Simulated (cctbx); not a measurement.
# A crystallographic session in cctbx: Sn2B3Rh

Library: cctbx 2025.11. The data are simulated by the first script.

## 1. Simulate the data

run.py:

```python
from cctbx import adptbx, crystal, miller, sgtbx, xray
from cctbx.array_family import flex
from iotbx.shelx import hklf
from scitbx import matrix
import scitbx.random

cs = crystal.symmetry(unit_cell=(4.91, 4.91, 11.496, 90, 90, 120), space_group_symbol='Hall: -R 3 2"')  # R-3m
atoms = [  # label, site, U (iso, or U11 U22 U33 U12 U13 U23 in A^2), occupancy
    ("Sn1", (1/3, 2/3, 0.0441), (0.0140, 0.0140, 0.0155, 0.0070, -0.0000, 0.0000), 1),
    ("Rh1", (0, 0, 0), (0.0143, 0.0143, 0.0131, 0.0071, -0.0000, 0.0000), 1),
    ("B1", (0.16667, 1/3, 0.83333), (0.0304, 0.0311, 0.0389, 0.0156, -0.0006, -0.0012), 1),
]
xs = xray.structure(crystal_symmetry=cs)
for label, site, u, occ in atoms:
    u = adptbx.u_cif_as_u_star(cs.unit_cell(), u) if isinstance(u, tuple) else u
    xs.add_scatterer(xray.scatterer(label, site=site, u=u, occupancy=occ))
xs.set_inelastic_form_factors(1.54184, "sasaki")
xs.show_summary()
p1 = xs.expand_to_p1()
ms = miller.build_set(p1, anomalous_flag=True, d_min=0.83)
flex.set_random_seed(545031)
scitbx.random.set_random_seed(545031)
ms = ms.select(flex.random_double(ms.size()) < 0.5)
i = ms.structure_factors_from_scatterers(p1, algorithm="direct").f_calc().as_intensity_array().data()
i = i * 40000 / flex.max(i)
sig = flex.sqrt(i + flex.pow2(0.015 * i) + 15 ** 2)
noise = scitbx.random.variate(scitbx.random.normal_distribution())(i.size())
data = ms.array(data=i + sig * noise, sigmas=sig).set_observation_type_xray_intensity()
with open("data.hkl", "w") as f:
    data.export_as_shelx_hklf(f)
print("reflections written:", data.size(), " <I/sigma> = %.1f" % flex.mean(data.data() / data.sigmas()))
for h, a, b in list(data.sort("data"))[:12]:
    print("%4d%4d%4d %9.1f %7.1f" % (h + (a, b)))
```

```console
$ python run.py
```

```text
Number of scatterers: 3
At special positions: 3
Unit cell: (4.91, 4.91, 11.496, 90, 90, 120)
Space group: R -3 m :H (No. 166)
reflections written: 898  <I/sigma> = 12.4
   1   1   0   40951.8   632.6
   1  -2   0   39927.2   632.6
  -2   1   0   39473.2   632.6
  -1   2   0   39372.9   632.6
  -1   1  -5   26122.0   413.5
  -1   0   5   25883.8   413.5
   0   1   5   25434.2   413.5
   1   1  -3   23079.7   371.1
  -2   1  -3   23008.1   371.1
   1   1   3   22934.6   371.1
  -1   2  -3   22829.5   371.1
  -1   2   3   22773.0   371.1
```

It took 0.33 s on 1 thread of Arm Neoverse N1 (shared host), peak memory 0.07 GiB.

## 2. Symmetry

run.py:

```python
from cctbx import crystal, sgtbx, statistics
from cctbx.array_family import flex
from iotbx.shelx import hklf

p1 = crystal.symmetry(unit_cell=(4.91, 4.91, 11.496, 90, 90, 120), space_group_symbol="P 1")
raw = hklf.reader(file_name="data.hkl").as_miller_arrays(crystal_symmetry=p1, anomalous=True)[0]
print(raw.size(), "reflections to d = %.3f A" % raw.d_min())
isig = raw.data() / raw.sigmas()
print("centring   violations  <I/sigma> of those")
best = "P"
for c in "ABCIRF":
    a = raw.customized_copy(space_group_info=sgtbx.space_group_info("Hall: %s 1" % c)).sys_absent_flags().data()
    m = flex.mean(isig.select(a))
    print("%5s %10d of %5d %8.1f" % (c, (isig.select(a) > 4).count(True), a.count(True), m))
    if (isig.select(a) > 4).count(True) < 0.01 * a.count(True):
        best = c
raw = raw.select(~raw.customized_copy(space_group_info=sgtbx.space_group_info("Hall: %s 1" % best)).sys_absent_flags().data())
isig = raw.data() / raw.sigmas()
rows = []
for s in sgtbx.space_group_symbol_iterator():
    g = sgtbx.space_group(s)
    if g.conventional_centring_type_symbol() != best or not g.is_compatible_unit_cell(p1.unit_cell(), 1e-3, 0.02):
        continue
    rows.append((s, g))
print("Laue class    unique    Rint  (classes that these axes allow; Friedel mates merged)")
rint = {}
for s, g in rows:
    laue = g.build_derived_patterson_group()
    key = laue.type().hall_symbol()
    if key not in rint:
        m = raw.customized_copy(space_group_info=laue.info(), anomalous_flag=False).merge_equivalents()
        rint[key] = m.r_int()
        print("%-14s %6d %7.3f" % (laue.type().lookup_symbol(), m.array().size(), m.r_int()))
floor = min(rint.values())
good = [(s, g) for s, g in rows if rint[g.build_derived_patterson_group().type().hall_symbol()] < 2 * floor + 0.03]
top = max(g.build_derived_patterson_group().order_z() for s, g in good)
print("space group    extra absences  I>4sigma  <I/sigma>")
for s, g in good:
    laue = g.build_derived_patterson_group()
    if laue.order_z() != top:
        continue
    a = raw.customized_copy(space_group_info=g.info()).sys_absent_flags().data()
    a &= ~raw.customized_copy(space_group_info=laue.info()).sys_absent_flags().data()
    bad = (isig.select(a) > 4).count(True)
    if bad <= 0.03 * a.count(True):
        print("%-16s %8d %10d %9s  %s" % (s.universal_hermann_mauguin(), a.count(True), bad, "%.1f" % flex.mean(isig.select(a)) if a.count(True) else "-", "centric" if g.is_centric() else "acentric"))
laue = max(good, key=lambda t: t[1].build_derived_patterson_group().order_z())[1].build_derived_patterson_group()
f = raw.customized_copy(space_group_info=laue.info(), anomalous_flag=False).merge_equivalents().array().eliminate_sys_absent().f_sq_as_f()
f.set_observation_type_xray_amplitude()
bins = max(3, min(8, f.size() // 12))
f.setup_binner(n_bins=bins)
w = statistics.wilson_plot(f, {e: n / laue.order_z() for e, n in {'Sn': 6.0, 'Rh': 3.0, 'B': 9.0}.items()}, e_statistics=True)
print("Wilson B = %.2f A^2   <|E^2-1|> = %.3f (0.968 centric, 0.736 acentric)   E^2>4: %.1f %%" % (w.wilson_b, w.mean_e_sq_minus_1, w.percent_e_sq_gt_2))
print("shell (A)         n   <I/sigma>")
m = raw.customized_copy(space_group_info=laue.info(), anomalous_flag=False).merge_equivalents().array().eliminate_sys_absent()
for b in m.setup_binner(n_bins=bins).range_used():
    sel = m.binner().selection(b)
    print("%5.2f - %4.2f %6d %8.1f" % (min(m.binner().bin_d_range(b)[0] if m.binner().bin_d_range(b)[0] > 0 else 99, 99), m.binner().bin_d_range(b)[1], sel.count(True), flex.mean((m.data() / m.sigmas()).select(sel))))
```

```console
$ python run.py
```

```text
898 reflections to d = 0.830 A
centring   violations  <I/sigma> of those
    A        147 of   421     12.9
    B        155 of   447     12.8
    C        164 of   478     12.4
    I        148 of   426     12.5
    R          0 of   594      0.0
    F        233 of   673     12.7
Laue class    unique    Rint  (classes that these axes allow; Friedel mates merged)
R -3 :H            97   0.013
R -3 m :H          67   0.013
space group    extra absences  I>4sigma  <I/sigma>
R 3 2 :H                0          0         -  acentric
R 3 m :H                0          0         -  acentric
R -3 m :H               0          0         -  centric
Wilson B = 1.20 A^2   <|E^2-1|> = 0.771 (0.968 centric, 0.736 acentric)   E^2>4: 0.0 %
shell (A)         n   <I/sigma>
 3.99 - 1.41     15     79.6
 1.41 - 1.13     16     74.7
 1.13 - 0.99     10     67.4
 0.99 - 0.90     14     70.6
 0.90 - 0.84     12     55.9
```

Time: 0.33 s.

## 3. Charge flipping

run.py:

```python
import itertools
from cctbx import crystal, maptbx
from cctbx.array_family import flex
from iotbx.shelx import hklf
from smtbx.ab_initio import charge_flipping as cf

cs = crystal.symmetry(unit_cell=(4.91, 4.91, 11.496, 90, 90, 120), space_group_symbol='Hall: -R 3 2"')  # R-3m
raw = hklf.reader(file_name="data.hkl").as_miller_arrays(crystal_symmetry=cs, anomalous=True)[0]
merged = raw.eliminate_sys_absent().merge_equivalents()
fo2 = merged.array().set_observation_type_xray_intensity()
f = fo2.average_bijvoet_mates().f_sq_as_f().resolution_filter(d_min=0.83)
p1 = f.expand_to_p1()
p1.setup_binner_counting_sorted(reflections_per_bin=max(40, p1.size() // 12))
work = p1.array(data=p1.data() / p1.amplitude_quasi_normalisations().data())
flex.set_random_seed(36826)
it = cf.weak_reflection_improved_iterator(delta=None, weak_reflection_fraction=0.1)
it.start(work, phases=flex.random_double(p1.size()) * 6.2832, f_000=0)
it.delta = 1.1 * it.rho_map.sigma()
print("cycle      R  skewness")
for n, st in enumerate(itertools.islice(it, 150)):
    if n % 12 == 0:
        print("%5d %6.3f %8.2f" % (n, st.r1_factor(), st.rho_map.skewness()))
rho = p1.phase_transfer(it.f_calc).fft_map().apply_volume_scaling()
polish = cf.low_density_elimination_iterator(constant_rho_c=rho.sigma())
polish.start(f_obs=p1, phases=it.f_calc, f_000=0)
for _ in range(8):
    next(polish)
print("origin shift          correlation  skewness")
maps = []
for fc, shift, cc in itertools.islice(cf.f_calc_symmetrisations(f, polish.f_calc, 0), 4):
    m = f.phase_transfer(fc).fft_map(symmetry_flags=maptbx.use_space_group_symmetry, resolution_factor=0.25).apply_sigma_scaling()
    maps.append((m.skewness(), cc, m))
    print("%6.3f %6.3f %6.3f %10.3f %9.2f" % (tuple(shift) + (cc, m.skewness())))
skew, cc, m = max((t for t in maps if t[1] > maps[0][1] - 0.04), key=lambda t: t[0])
print("taken: symmetry correlation %.3f, skewness %.2f" % (cc, skew))
peaks = m.peak_search(parameters=maptbx.peak_search_parameters(min_distance_sym_equiv=0.9, max_clusters=8)).all()
sps = cs.special_position_settings(min_distance_sym_equiv=0.5)
print("peak      x       y       z  mult  height/sigma")
for k, (x, h) in enumerate(zip(peaks.sites(), peaks.heights())):
    ss = sps.site_symmetry(x)
    print("Q%-3d %7.4f %7.4f %7.4f %4d %8.1f" % ((k + 1,) + tuple(t % 1 for t in ss.exact_site()) + (ss.multiplicity(), h)))
```

```console
$ python run.py
```

```text
cycle      R  skewness
    0  0.505     0.40
   12  0.417     2.74
   24  0.406     3.17
   36  0.369     3.18
   48  0.375     2.99
   60  0.402     2.99
   72  0.415     3.22
   84  0.378     2.90
   96  0.399     2.97
  108  0.397     2.89
  120  0.402     2.61
  132  0.384     3.05
  144  0.388     2.89
origin shift          correlation  skewness
 0.217  0.670  0.065      0.911      0.74
 0.880  0.002  0.090      0.889      0.76
 0.055  0.021  0.254      0.858      0.55
 0.061  0.055  0.086      0.843      0.99
taken: symmetry correlation 0.889, skewness 0.76
peak      x       y       z  mult  height/sigma
Q1    0.0000  0.5000  0.5000    9      4.3
Q2    0.0701  0.5350  0.8734   18      3.8
Q3    0.0746  0.5373  0.2456   18      3.8
Q4    0.1058  0.2116  0.9659   18      2.8
Q5    0.0936  0.1872  0.3547   18      2.1
Q6    0.0000  0.0000  0.0000    3      2.1
Q7    0.0000  0.0000  0.1873    6      1.1
Q8    0.0815  0.1630  0.7215   18      0.8
```

Time: 0.41 s.

## 4. Charge flipping

run.py, as its changes from the last script of this kind:

```diff
@@ -13,3 +13,2 @@
-p1.setup_binner_counting_sorted(reflections_per_bin=max(40, p1.size() // 12))
-work = p1.array(data=p1.data() / p1.amplitude_quasi_normalisations().data())
-flex.set_random_seed(36826)
+work = p1
+flex.set_random_seed(36827)
@@ -20,2 +19,2 @@
-for n, st in enumerate(itertools.islice(it, 150)):
-    if n % 12 == 0:
+for n, st in enumerate(itertools.islice(it, 300)):
+    if n % 25 == 0:
```

```console
$ python run.py
```

```text
cycle      R  skewness
    0  0.466     0.21
   25  0.230     3.58
   50  0.246     3.34
   75  0.274     3.22
  100  0.281     3.19
  125  0.303     3.52
  150  0.257     3.36
  175  0.264     3.04
  200  0.263     3.43
  225  0.294     3.16
  250  0.269     3.14
  275  0.252     3.15
origin shift          correlation  skewness
 0.284  0.532  0.134      0.860      4.21
 0.278  0.526  0.316      0.863      3.81
-0.012  0.642 -0.001      0.854      0.19
 0.272  0.533  0.451      0.856      3.11
taken: symmetry correlation 0.860, skewness 4.21
peak      x       y       z  mult  height/sigma
Q1    0.0000  0.0000  0.3803    6     11.9
Q2    0.0000  0.0000  0.0000    3     10.4
Q3    0.0000  0.0000  0.1295    6      2.1
Q4    0.0000  0.0000  0.5000    3      2.0
Q5    0.0940  0.1879  0.0874   18      1.3
Q6    0.0000  0.0000  0.2931    6      1.1
Q7    0.1013  0.2026  0.5380   18      1.0
Q8    0.0000  0.2083  0.2833   36      0.8
```

Time: 0.45 s.

## 5. Refinement (model from the peaks)

run.py:

```python
import math
from cctbx import adptbx, crystal, maptbx, sgtbx, xray
from cctbx.array_family import flex
from cctbx.xray import observations
from iotbx.shelx import hklf
from scitbx.lstbx import normal_eqns_solving
from smtbx import absolute_structure, utils
from smtbx.refinement import constraints, least_squares

cs = crystal.symmetry(unit_cell=(4.91, 4.91, 11.496, 90, 90, 120), space_group_symbol='Hall: -R 3 2"')  # R-3m
atoms = [  # label, site, U (iso, or U11 U22 U33 U12 U13 U23 in A^2), occupancy
    ("Sn1", (0, 0, 0.3803), 0.0200, 1),
    ("Rh1", (0, 0, 0), 0.0200, 1),
    ("B1", (0, 0, 0.1295), 0.0200, 1),
    ("B2", (0, 0, 0.5), 0.0200, 1),
]
xs = xray.structure(crystal_symmetry=cs)
for label, site, u, occ in atoms:
    u = adptbx.u_cif_as_u_star(cs.unit_cell(), u) if isinstance(u, tuple) else u
    xs.add_scatterer(xray.scatterer(label, site=site, u=u, occupancy=occ))
xs.set_inelastic_form_factors(1.54184, "sasaki")
raw = hklf.reader(file_name="data.hkl").as_miller_arrays(crystal_symmetry=cs, anomalous=True)[0]
merged = raw.eliminate_sys_absent().merge_equivalents()
fo2 = merged.array().set_observation_type_xray_intensity()
print("Rint %.3f, %d unique reflections to %.2f A" % (merged.r_int(), fo2.size(), fo2.d_min()))
for sc in xs.scatterers():
    sc.flags.set_grad_site(True)
    sc.flags.set_grad_u_aniso(sc.flags.use_u_aniso())
    sc.flags.set_grad_u_iso(sc.flags.use_u_iso())
obs = fo2.as_xray_observations()
extra = {}
rep = constraints.reparametrisation(xs, [], utils.connectivity_table(xs), **extra)
ls = least_squares.crystallographic_ls(obs, rep, weighting_scheme=least_squares.mainstream_shelx_weighting(a=0, b=0))
print("cycle     R1     wR2    GooF  max shift (A)")
for cycle in range(6):
    ls.build_up()
    r1, wr2, goof = ls.r1_factor(cutoff_factor=2)[0], ls.wR2(), ls.goof()
    old = xs.sites_cart()
    normal_eqns_solving.levenberg_marquardt_iterations(ls, n_max_iterations=3, tau=0.0001, step_threshold=1e-7)
    big = flex.max((xs.sites_cart() - old).norms())
    print("%4d %7.4f %7.4f %7.3f %9.5f" % (cycle + 1, r1, wr2, goof, big))
    ls.build_up(objective_only=True)
    if abs(ls.wR2() - wr2) < 5e-5 and big < 5e-4:
        break
ls.build_up()
print("final R1 %.4f wR2 %.4f GooF %.3f  parameters %d  data/parameter %.1f" % (ls.r1_factor(cutoff_factor=2)[0], ls.wR2(), ls.goof(), ls.n_parameters, fo2.size() / ls.n_parameters))
cov = ls.covariance_matrix_and_annotations()
su = dict(zip(cov.annotations, (math.sqrt(max(v, 0)) for v in cov.matrix.matrix_packed_u_diagonal())))
a2 = cs.unit_cell().reciprocal_parameters()[0] ** -2
print("atom        x        y        z      Ueq    occ   su(xyz)  su(Uiso or U11)")
for sc in xs.scatterers():
    s = max(su.get(sc.label + k, 0) for k in (".x", ".y", ".z"))
    npd = "" if sc.is_positive_definite_u(cs.unit_cell()) else "  NPD"
    print("%-5s %8.5f %8.5f %8.5f %8.4f %6.3f %8.5f %7.4f%s" % ((sc.label,) + sc.site + (sc.u_iso_or_equiv(cs.unit_cell()), sc.occupancy, s, su.get(sc.label + ".uiso", su.get(sc.label + ".u11", 0) * a2), npd)))
fo = fo2.f_sq_as_f()
fc = fo.structure_factors_from_scatterers(xs, algorithm="direct").f_calc()
diff = fo.f_obs_minus_f_calc(1 / math.sqrt(ls.scale_factor()), fc).average_bijvoet_mates()
m = diff.fft_map(symmetry_flags=maptbx.use_space_group_symmetry, resolution_factor=0.25).apply_volume_scaling()
print("difference map: max %.2f min %.2f rms %.2f" % (m.statistics().max(), m.statistics().min(), m.statistics().sigma()))
peaks = m.peak_search(parameters=maptbx.peak_search_parameters(min_distance_sym_equiv=0.6, max_clusters=5)).all()
near = xs.closest_distances(peaks.sites(), distance_cutoff=4)
sps = cs.special_position_settings(min_distance_sym_equiv=0.5)
for k, (x, h) in enumerate(zip(peaks.sites(), peaks.heights())):
    ss = sps.site_symmetry(x)
    print("Q%-3d %7.4f %7.4f %7.4f %4d %7.2f  %.2f A from %s" % ((k + 1,) + tuple(t % 1 for t in ss.exact_site()) + (ss.multiplicity(), h, near.smallest_distances[k], xs.scatterers()[near.i_seqs[k]].label)))
```

```console
$ python run.py
```

```text
Rint 0.013, 67 unique reflections to 0.84 A
cycle     R1     wR2    GooF  max shift (A)
   1  0.1194  0.2854  23.898   0.05766
   2  0.0560  0.1159   9.705   0.01410
   3  0.0547  0.1141   9.555   0.00089
   4  0.0541  0.1133   9.488   0.00270
   5  0.0537  0.1128   9.447   0.00436
   6  0.0534  0.1125   9.418   0.00511
final R1 0.0531 wR2 0.1122 GooF 9.396  parameters 6  data/parameter 11.2
atom        x        y        z      Ueq    occ   su(xyz)  su(Uiso or U11)
Sn1    0.00000  0.00000  0.37750   0.0145  1.000  0.00018  0.0010
Rh1    0.00000  0.00000  0.00000   0.0137  1.000  0.00000  0.0011
B1     0.00000  0.00000  0.12424   0.2432  1.000  0.03508  0.1552
B2     0.00000  0.00000  0.50000   0.3201  1.000  0.00000  0.3359
difference map: max 6.94 min -1.90 rms 0.62
Q1    0.0000  0.5000  0.5000    9    6.94  1.50 A from B1
Q2    0.0000  0.0000  0.3578    6    1.07  0.23 A from Sn1
Q3    0.0760  0.1520  0.0166   18    0.52  0.67 A from Rh1
Q4    0.9859  0.2062  0.2568   36    0.42  1.74 A from Sn1
Q5    0.0767  0.5384  0.0698   18    0.41  1.13 A from Sn1
```

Time: 0.63 s.

Figures of merit this high mean that the model is still wrong or incomplete.

## 6. Refinement (anisotropic displacement)

run.py, as its changes from the last script of this kind:

```diff
@@ -12,4 +12,4 @@
-    ("Sn1", (0, 0, 0.3803), 0.0200, 1),
-    ("Rh1", (0, 0, 0), 0.0200, 1),
-    ("B1", (0, 0, 0.1295), 0.0200, 1),
-    ("B2", (0, 0, 0.5), 0.0200, 1),
+    ("Sn1", (0, 0, 0.3775), 0.0145, 1),
+    ("Rh1", (0, 0, 0), 0.0137, 1),
+    ("B1", (0, 0, 0.12424), 0.2432, 1),
+    ("B2", (0, 0, 0.5), 0.3201, 1),
@@ -21,0 +22 @@
+xs.convert_to_anisotropic()
@@ -35 +36 @@
-for cycle in range(6):
+for cycle in range(8):
@@ -39 +40 @@
-    normal_eqns_solving.levenberg_marquardt_iterations(ls, n_max_iterations=3, tau=0.0001, step_threshold=1e-7)
+    normal_eqns_solving.levenberg_marquardt_iterations(ls, n_max_iterations=3, tau=1e-06, step_threshold=1e-7)
@@ -60 +61 @@
-peaks = m.peak_search(parameters=maptbx.peak_search_parameters(min_distance_sym_equiv=0.6, max_clusters=5)).all()
+peaks = m.peak_search(parameters=maptbx.peak_search_parameters(min_distance_sym_equiv=0.6, max_clusters=6)).all()
```

```console
$ python run.py
```

```text
Rint 0.013, 67 unique reflections to 0.84 A
cycle     R1     wR2    GooF  max shift (A)
   1  0.0531  0.1122   9.721   0.01864
   2  0.0501  0.1078   9.334   0.08045
   3  0.0495  0.1071   9.278   0.04161
   4  0.0494  0.1070   9.266   0.03246
   5  0.0492  0.1069   9.257   0.03198
   6  0.0491  0.1068   9.247   0.05811
   7  0.0487  0.1065   9.228   0.12071
   8  0.0470  0.1057   9.156   0.04367
final R1 0.0467 wR2 0.1056 GooF 9.144  parameters 10  data/parameter 6.7
atom        x        y        z      Ueq    occ   su(xyz)  su(Uiso or U11)
Sn1    0.00000  0.00000  0.37749   0.0147  1.000  0.00018  0.0012
Rh1    0.00000  0.00000  0.00000   0.0140  1.000  0.00000  0.0013
B1     0.00000  0.00000  0.15820   0.6568  1.000  0.02414  1.2645
B2     0.00000  0.00000  0.50000   2.6514  1.000  0.00000 30.1905
difference map: max 6.54 min -1.09 rms 0.55
Q1    0.0000  0.5000  0.5000    9    6.54  1.42 A from B1
Q2    0.0000  0.0000  0.3682    6    0.58  0.11 A from Sn1
Q3    0.0861  0.1723  0.0252   18    0.45  0.79 A from Rh1
Q4    0.0912  0.1824  0.9154   18    0.27  1.15 A from B1
Q5    0.0059  0.2691  0.0834   36    0.26  1.56 A from B1
Q6    0.0864  0.5432  0.0712   18    0.26  1.09 A from Sn1
```

It took 0.72 s on 1 thread of Arm Neoverse N1 (shared host), peak memory 0.09 GiB.

Figures of merit this high mean that the model is still wrong or incomplete.

[Logs are printed without paths, hosts, clocks, repeated set-up lines and the standing remarks that a program may print on its own settings, such as how far it seeks lower states.]
